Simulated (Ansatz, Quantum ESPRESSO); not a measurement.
## RbErO2 (R-3m): zone-centre phonons

Aim: the zone-centre modes of RbErO2 (R-3m).

Calculated with Quantum ESPRESSO 7.5; DFT PBEsol, scalar-relativistic, plane waves, PseudoDojo norm-conserving, 4f in core pseudopotentials.

Most raw output is cut from this account.

## Step 1: Set-up

Symmetry: R-3m, No. 166, trigonal system. The conventional cell has a = 3.450 Å, b = 3.450 Å, c = 19.400 Å, α = 90.00°, β = 90.00°, γ = 120.00°. Rb has 6 O at 2.92 Å nearest. Er has 6 O at 2.27 Å nearest. Nearest to O lie 3 Er at 2.27 Å and 3 Rb at 2.92 Å. Farther neighbours and most contacts between anions are not listed.

## Step 2: A first look

A cheap run with smearing and empty bands tells whether the crystal has a gap, which decides between fixed occupations and smearing later on.

probe.in

```
&control
   calculation = 'scf'
   prefix = 'x'
   outdir = './tmp'
   pseudo_dir = './pseudo'
   tprnfor = .true.
   tstress = .true.
   verbosity = 'high'
/
&system
   ibrav = 0
   nat = 4
   ntyp = 3
   ecutwfc = 72.0
   input_dft = 'pbesol'
   occupations = 'smearing'
   smearing = 'gaussian'
   degauss = 0.01
/
&electrons
   conv_thr = 1.0d-07
   mixing_beta = 0.7
   electron_maxstep = 100
/
ATOMIC_SPECIES
 Rb     85.4678  Rb.upf
 Er    167.2590  Er.upf
 O      15.9990  O.upf
CELL_PARAMETERS angstrom
     1.725000000    0.995929210    6.466666670
    -1.725000000    0.995929210    6.466666670
     0.000000000   -1.991858430    6.466666670
ATOMIC_POSITIONS crystal
 Rb     0.000000000   0.000000000   0.000000000
 Er     0.500000000   0.500000000   0.500000000
 O      0.223000000   0.223000000   0.223000000
 O      0.777000000   0.777000000   0.777000000
K_POINTS automatic
 6 6 6 0 0 0
```

The run is started by

```
$ OMP_NUM_THREADS=1 mpirun -n 8 pw.x -nk 8 -in probe.in > probe.out
```

The job ended after 24 s (8 MPI ranks of Arm Neoverse V1, shared host).

This step gave:

```yaml
volume_per_atom: 16.66 Å³
pressure: -2.465 GPa
gap_on_the_k_mesh: 3.505 eV
```

A gap of 3.5 eV opens on this mesh, so the crystal is taken as an insulator; the start stands at -2.5 GPa.

## Step 3: Relaxation

Frequencies change by per cents with a per cent of volume, so the structure is first brought to rest at this level of theory.

relax.in, as its differences from probe.in of step 2:

```diff
@@ -1,3 +1,3 @@
 &control
-   calculation = 'scf'
+   calculation = 'vc-relax'
    prefix = 'x'
@@ -7,3 +7,5 @@
    tstress = .true.
-   verbosity = 'high'
+   forc_conv_thr = 2.0d-05
+   etot_conv_thr = 1.0d-07
+   nstep = 40
 /
@@ -15,10 +17,14 @@
    input_dft = 'pbesol'
-   occupations = 'smearing'
-   smearing = 'gaussian'
-   degauss = 0.01
+   occupations = 'fixed'
+   nbnd = 18
 /
 &electrons
-   conv_thr = 1.0d-07
+   conv_thr = 1.0d-11
    mixing_beta = 0.7
    electron_maxstep = 100
+/
+&ions
+/
+&cell
+   press_conv_thr = 0.1
 /
```

The run is started by

```
$ OMP_NUM_THREADS=1 mpirun -n 8 pw.x -nk 8 -in relax.in > relax.out
```

Run time: 3.8 min. Hardware: 8 MPI ranks; 31 min of CPU time.

Relaxation path:

```csv
step,energy less that of the first step (eV),largest force (eV/Å),pressure (GPa),volume (Å³)
1,0.0000,0.2885,-2.45,66.66
2,-0.0137,0.2938,-1.31,65.83
3,-0.0258,0.2097,0.29,64.60
4,-0.0281,0.1111,0.44,64.35
5,-0.0290,0.0160,0.16,64.38
6,-0.0291,0.0017,0.01,64.45
7,-0.0291,0.0027,-0.03,64.47
8,-0.0292,0.0015,-0.03,64.47
9,-0.0292,0.0003,-0.01,64.45
10,-0.0292,0.0000,0.00,64.45
11,-0.0229,0.0004,-0.16,64.45
```

```csv
"conventional cell, symmetrised",before,after,change
a (Å),3.450,3.408,-1.2 %
b (Å),3.450,3.408,-1.2 %
c (Å),19.400,19.225,-0.9 %
volume (Å³/atom),16.66,16.11,-3.3 %
```

The atoms that moved most (Å, as changes of fractional coordinates times the final cell):

```csv
atom,dx,dy,dz,length
O4,0.000,0.000,-0.038,0.038
O3,0.000,0.000,0.038,0.038
```

The last row of the table of steps is pw.x's closing run on a basis chosen anew for the final cell, so its energy can jump.

Numbers from this step:

| Property | Result |
| --- | --- |
| volume per atom | 16.11 Å³ |
| pressure | -0.1607 GPa |
| gap on the k-mesh | 3.565 eV |

The volume changes by -3.3 % from the cell with which this run began.

## Step 4: Ground state

Perturbation theory inherits every error of the wavefunctions, so the threshold is set near the limit of the arithmetic. With a gap, occupations are fixed, which also allows the response to an electric field.

scf.in

```
&control
   calculation = 'scf'
   prefix = 'x'
   outdir = './tmp'
   pseudo_dir = './pseudo'
   tprnfor = .true.
   tstress = .true.
/
&system
   ibrav = 0
   nat = 4
   ntyp = 3
   ecutwfc = 72.0
   input_dft = 'pbesol'
   occupations = 'fixed'
   nbnd = 18
/
&electrons
   conv_thr = 1.0d-12
   mixing_beta = 0.7
   electron_maxstep = 100
/
ATOMIC_SPECIES
 Rb     85.4678  Rb.upf
 Er    167.2590  Er.upf
 O      15.9990  O.upf
CELL_PARAMETERS angstrom
     1.703893090    0.983743132    6.408175484
    -1.703893090    0.983743132    6.408175484
     0.000000000   -1.967486270    6.408175483
ATOMIC_POSITIONS crystal
 Rb     0.000000000   0.000000000   0.000000000
 Er     0.500000000   0.500000000   0.500000000
 O      0.224976399   0.224976399   0.224976399
 O      0.775023601   0.775023601   0.775023601
K_POINTS automatic
 6 6 6 0 0 0
```

The run is started by

```
$ OMP_NUM_THREADS=1 mpirun -n 8 pw.x -nk 8 -in scf.in > scf.out
```

Wall time 32 s (8 MPI ranks).

The cell stands at -0.16 GPa, close enough for phonons.

## Step 5: Linear response at Γ

At q = 0 one unit cell holds all displacements; symmetry groups them into irreducible representations that are solved one by one. The response to a field gives ε∞ and the Born charges, which polar modes need.

ph.in

```
phonons
&inputph
   prefix = 'x'
   outdir = './tmp'
   fildyn = 'g.dyn'
   tr2_ph = 1.0d-18
   epsil = .true.
/
0.000000000 0.000000000 0.000000000
```

The run is started by

```
$ OMP_NUM_THREADS=1 mpirun -n 8 ph.x -nk 8 -in ph.in > ph.out
```

It took 20 min on 8 MPI ranks; 2.7 h of CPU time.

This step gave:

| Property | Result |
| --- | --- |
| miss of the charge sum rule | 0.008140 e |
| largest acoustic frequency at the zone centre before the sum rule | -10.99 cm⁻¹ |
| highest optical zone-centre mode (no LO-TO term) | 481.5 cm⁻¹ |
| lowest optical zone-centre mode | 69.75 cm⁻¹ |
| mean high-frequency dielectric constant | 3.776 |
| largest Born charge in size (third of the trace) | 3.642 e |

Born charge (rows field, columns displacement), before the sum rule (e), principal values of the symmetric part by kind of site:

```csv
atom,atoms with these values,low,middle,high,mean
Rb1,1,1.08,1.08,1.75,1.31
Er2,1,2.52,4.20,4.20,3.64
O3,2,-2.65,-2.65,-2.14,-2.48
```

In full for O3:

```
-2.65  0.00  0.00
 0.00 -2.65  0.00
 0.00  0.00 -2.14
```

High-frequency dielectric tensor:

```
3.91 0.00 0.00
0.00 3.91 0.00
0.00 0.00 3.51
```

The acoustic modes at Γ come out as far as 11.0 cm⁻¹ from zero, where they should vanish, a sizeable error of basis and grid or of the response kernel of this functional; the Born charges miss their sum rule by 0.0081 e, which is good.

## Step 6: Zone-centre analysis

A rigid shift of the crystal must cost nothing, but grids and finite bases break this; the acoustic sum rule is imposed before the matrix is diagonalised again. With Born charges the intensities follow, and the static dielectric tensor.

dynmat.in

```
&input
   fildyn = 'g.dyn'
   asr = 'simple'
   fileig = 'dynmat.eig'
   lperm = .true.
/
```

The run is started by

```
$ dynmat.x -in dynmat.in > dynmat.out
```

Elapsed: 0.45 s, on 1 thread.

Numbers from this step:

```
highest optical zone-centre mode (no LO-TO term) : 482.5 cm⁻¹
lowest optical zone-centre mode                  : 69.81 cm⁻¹
mean static dielectric constant                  : 16.82
```

Unit eigenvectors of the mass-weighted matrix after the sum rule; no LO-TO term. Modes at Γ, with each element's share of the kinetic energy:

```csv
mode,frequency (cm⁻¹),symmetry,Rb %,Er %,O %
1,0.0,acoustic,30,59,11
2,0.0,acoustic,30,59,11
3,0.0,acoustic,30,59,11
4,69.8,Eu,69,29,1
5,69.8,Eu,69,29,1
6,147.9,A2u,69,20,12
7,220.8,Eu,1,12,87
8,220.8,Eu,1,12,87
9,326.5,A2u,1,22,77
10,363.4,Eg,0,0,100
11,363.4,Eg,0,0,100
12,482.5,A1g,0,0,100
```

Displacements in mode 5 (69.8 cm⁻¹), the largest set to 1:
```
Rb1 -0.11  1.00  0.00
Er2  0.05 -0.47  0.00
O3   0.03 -0.24  0.00
O4   0.03 -0.24  0.00
```

Displacements in mode 7 (220.8 cm⁻¹), the largest set to 1:
```
Rb1  0.03 -0.06  0.00
Er2  0.08 -0.16  0.00
O3  -0.52  1.00  0.00
O4  -0.52  1.00  0.00
```

Degenerate modes summed, no LO-TO term. Infrared lines, with heights relative to the strongest:

```csv
position (cm⁻¹),lines merged,label,"IR intensity, relative"
70,2,Eu,0.1
148,1,A2u,5.5
221,2,Eu,100
327,1,A2u,27
363,2,Eg,0.0
483,1,A1g,0.0
```

Static dielectric tensor (ions relaxed, fixed cell):

```
19.66  0.00  0.00
 0.00 19.66  0.00
 0.00  0.00 11.14
```

The rule also moves an optical mode by 1.2 cm⁻¹.

## Step 7: Sum rules set otherwise: a sum rule for molecules or wires on a crystal

This rule also removes rotations, which suits molecules and not a crystal; it is tried to see the harm.

dynmat.in

```
&input
   fildyn = 'g.dyn'
   asr = 'zero-dim'
   fileig = 'dynmat.eig'
   lperm = .true.
/
```

The run is started by

```
$ dynmat.x -in dynmat.in > dynmat.out
```

Wall time 0.45 s (1 thread).

The program raised no error, yet the settings are not those of a careful run.

The fault: a sum rule for molecules or wires on a crystal; 2 optical modes are projected out to zero frequency, as if they were rotations, and the static dielectric tensor is spoilt.

For a crystal the rule has to be 'simple' or 'crystal'.

Zone-centre frequencies as printed; negative means imaginary. Modes:

```csv
mode,frequency (cm⁻¹)
1,0
2,0
3,0
4,0
5,0
6,147.6
7,188.7
8,188.7
9,261.1
10,261.1
11,326.1
12,481.5
```

## Step 8: Sum rules set otherwise (asr no)

Without the rule the raw error of the acoustic modes shows.

dynmat.in

```
&input
   fildyn = 'g.dyn'
   asr = 'no'
   fileig = 'dynmat.eig'
   lperm = .true.
/
```

The run is started by

```
$ dynmat.x -in dynmat.in > dynmat.out
```

Wall time 0.45 s (1 thread).

Numbers from this step:

```
highest optical zone-centre mode (no LO-TO term) : 481.5 cm⁻¹
lowest optical zone-centre mode                  : 69.75 cm⁻¹
mean static dielectric constant                  : 16.86
```

Zone-centre frequencies as printed; negative means imaginary. Modes:

```csv
mode,frequency (cm⁻¹)
1,-10.99
2,-2.13
3,-2.13
4,69.75
5,69.75
6,147.4
7,220.8
8,220.8
9,325.3
10,363.4
11,363.4
12,481.5
```

Against the first rule no mode moves by more than 11.0 cm⁻¹.

## Step 9: The LO-TO splitting (1 0 0)

A longitudinal polar mode sets up a macroscopic field that stiffens it; the term hangs on the direction from which q goes to zero.

dynmat.in

```
&input
   fildyn = 'g.dyn'
   asr = 'simple'
   fileig = 'dynmat.eig'
   q(1) = 1.0
   q(2) = 0.0
   q(3) = 0.0
/
```

The run is started by

```
$ dynmat.x -in dynmat.in > dynmat.out
```

The job ended after 0.45 s (1 thread).

Numbers from this step:

- highest mode moved by the LO-TO term: 492.9 cm⁻¹

Zone-centre frequencies as printed; negative means imaginary. Modes:

```csv
mode,frequency (cm⁻¹)
1,0
2,0
3,0
4,69.81
5,70.15
6,147.9
7,220.8
8,326.5
9,363.4
10,363.4
11,482.5
12,492.9
```

The field moves 2 modes; the highest of them now lies at 493 cm⁻¹, where the highest that moved away lay at 221.

## Step 10: The LO-TO splitting (0 0 1)

dynmat.in

```
&input
   fildyn = 'g.dyn'
   asr = 'simple'
   fileig = 'dynmat.eig'
   q(1) = 0.0
   q(2) = 0.0
   q(3) = 1.0
/
```

The run is started by

```
$ dynmat.x -in dynmat.in > dynmat.out
```

The job ended after 0.45 s (1 thread).

Numbers from this step:

| Quantity | Value |
| --- | --- |
| highest mode moved by the LO-TO term | 487.2 cm⁻¹ |

Zone-centre frequencies as printed; negative means imaginary. Modes:

```csv
mode,frequency (cm⁻¹)
1,0
2,0
3,0
4,69.81
5,69.81
6,176.5
7,220.8
8,220.8
9,363.4
10,363.4
11,482.5
12,487.2
```

The field moves 2 modes; the highest of them now lies at 487 cm⁻¹, where the highest that moved away lay at 326.

## Step 11: The LO-TO splitting (1 1 1)

dynmat.in

```
&input
   fildyn = 'g.dyn'
   asr = 'simple'
   fileig = 'dynmat.eig'
   q(1) = 1.0
   q(2) = 1.0
   q(3) = 1.0
/
```

The run is started by

```
$ dynmat.x -in dynmat.in > dynmat.out
```

Elapsed: 0.45 s, on 1 thread.

Numbers from this step:

```
highest mode moved by the LO-TO term : 490.7 cm⁻¹
```

Zone-centre frequencies as printed; negative means imaginary. Modes:

```csv
mode,frequency (cm⁻¹)
1,0
2,0
3,0
4,69.81
5,70.07
6,151.6
7,220.8
8,301.4
9,363.4
10,363.4
11,482.5
12,490.7
```

The field moves 4 modes; the highest of them now lies at 491 cm⁻¹, where the highest that moved away lay at 326.

## Step 12: The same in Ansatz

A second program on the same cell, potentials, cutoff and meshes tests the implementation of the phonon response, not its convergence. Its field response is summed in its own way. Its k mesh is centred on Γ.

This step: DFT PBEsol, scalar-relativistic, plane waves, norm-conserving pseudopotentials, 4f in core (Ansatz 0.2.0).

input.yaml

```yaml
crystal:
  lattice:
    - [1.7038930898, 0.9837431324, 6.4081754843]
    - [-1.7038930898, 0.9837431324, 6.4081754843]
    - [0.0, -1.9674862698, 6.4081754835]
  atoms:
    - { symbol: Rb, position: [0.0, 0.0, 0.0] }
    - { symbol: Er, position: [0.5, 0.5, 0.5] }
    - { symbol: O, position: [0.2249763988, 0.2249763988, 0.2249763988] }
    - { symbol: O, position: [0.7750236012, 0.7750236012, 0.7750236012] }
kpoints:
  mp_grid: { grid: [6, 6, 6] }
hamiltonian:
  xc: pbesol
  pseudopotentials:
    kind: nc
    azcp: { Er: "pseudopotentials/pbe/nc/lanthanide_3plus/Er.nc.azcp" }
    accuracy: standard
scf:
  occupations: { method: fixed }
output:
  eigenvalues: true
basis:
  ecutwfc: 979.61
phonons:
  method: dfpt
  dielectric: true
  rigid_motions: translations
```

The run is started by

```
$ ansatz run input.yaml --threads 8 --pin off --max-ram 16384MiB --backend cpu --events-out ev --progress --plain --runs-dir out
```

It took 87 s on 8 threads; peak memory 2.2 GiB; 11 min of CPU time.

Numbers from this step:

| Property | Result |
| --- | --- |
| sum-rule residual before enforcement | 4.54e-5 eV/Å² |
| miss of the charge sum rule | 7.63e-4 e |
| estimated error of the dielectric tensor | 0.01014 |
| estimated error of the Born charges | 0.01665 e |
| highest optical zone-centre mode (no LO-TO term) | 482.5 cm⁻¹ |
| lowest optical zone-centre mode | 69.64 cm⁻¹ |
| mean high-frequency dielectric constant | 3.768 |
| largest Born charge in size (third of the trace) | 3.639 e |
| mean static dielectric constant | 16.75 |
| highest mode moved by the LO-TO term | 493.1 cm⁻¹ |

Transverse modes. Lines of the infrared spectrum (strongest = 100):

```csv
position (cm⁻¹),label,"IR intensity ((D/Å)²/amu), degenerate modes summed, relative"
70,Eu,0.1
148,A2u,5.5
221,Eu,100
326,A2u,27
364,Eg,0.0
482,A1g,0.0
```

## Step 13: Side by side: QE PseudoDojo and Ansatz, PseudoDojo

Worked out from the results:

- root-mean-square difference: 0.23 cm⁻¹
- largest difference: 0.36 cm⁻¹

Frequencies side by side, by row:

```csv
q (reciprocal lattice),mode,QE PseudoDojo (cm⁻¹),"Ansatz, PseudoDojo (cm⁻¹)"
0 0 0,1,0,0
0 0 0,2,0,0
0 0 0,3,0,0
0 0 0,4,69.81,69.64
0 0 0,5,69.81,69.64
0 0 0,6,147.9,147.6
0 0 0,7,220.8,221.2
0 0 0,8,220.8,221.2
0 0 0,9,326.5,326.6
0 0 0,10,363.4,363.6
0 0 0,11,363.4,363.6
0 0 0,12,482.5,482.5
```

The two runs side by side. Further quantities:

```csv
quantity,QE PseudoDojo,"Ansatz, PseudoDojo"
mean ε∞,3.776,3.768
"largest Born charge in size (e; the first before, the second after the charge sum rule)",3.642,3.639
```

At the zone centre the largest difference (acoustic modes at Γ apart) is 0.07 % of the highest mode.

## Step 14: Outcome

| Quantity | Value |
| --- | --- |
| space group after relaxation | R-3m |
| volume per atom | 16.1 Å³ |
| gap on the k-mesh | 3.56 eV |
| highest optical zone-centre mode (no LO-TO term) | 482.5 cm⁻¹ |
| lowest optical zone-centre mode | 69.8 cm⁻¹ |
| highest mode moved by the LO-TO term | 492.9 cm⁻¹ |
| mean high-frequency dielectric constant | 3.78 |
| largest Born charge in size (third of the trace) | 3.64 e |
| mean static dielectric constant | 16.8 |
| imaginary optical modes at the zone centre (no q mesh in this session) | none |
| largest difference from Ansatz, PseudoDojo | 0.36 cm⁻¹ |

What this shows: At the PBEsol level the optical modes of RbErO2 (R-3m) at the zone centre (no LO-TO term) run from 70 to 483 cm⁻¹. Along the directions run, the highest mode that the macroscopic field moves lies at 493 cm⁻¹. Lattice motion raises the mean dielectric constant from 3.776 to 16.82. Of the 9 optical modes, 6 are infrared active alone and 3 are Raman active alone; inversion symmetry keeps the two sets apart. QE PseudoDojo and Ansatz, PseudoDojo agree to 0.36 cm⁻¹ (0.07 % of the highest mode compared) on all solved modes but the acoustic ones at Γ, without the LO-TO term. These are harmonic frequencies at zero temperature: anharmonic shifts and linewidths and thermal expansion are left out. Spin-orbit coupling is left out, which can matter for the heavy elements here. The 4f electrons are frozen in the core as for a trivalent ion, in files made for PBE, so their moments and any magnetic order are left out. The relaxation ran at 72 Ry, under the 84 Ry recommended for these files; the stress of so short a basis can leave the cell about one per cent too small. Ansatz warns that the cutoff lies 14 % under the one recommended for these files; agreement at one cutoff is not convergence.

[Host names and launcher messages were left out of these logs when they were recorded.]

[Logs are printed without paths, hosts, clocks, repeated set-up lines and the standing remarks that a program may print on its own settings, such as how far it seeks lower states.]

[Hosts, paths, dates, database ids (printed as entryN), source tags and the programs' standing remarks are cut or masked in the printed files.]
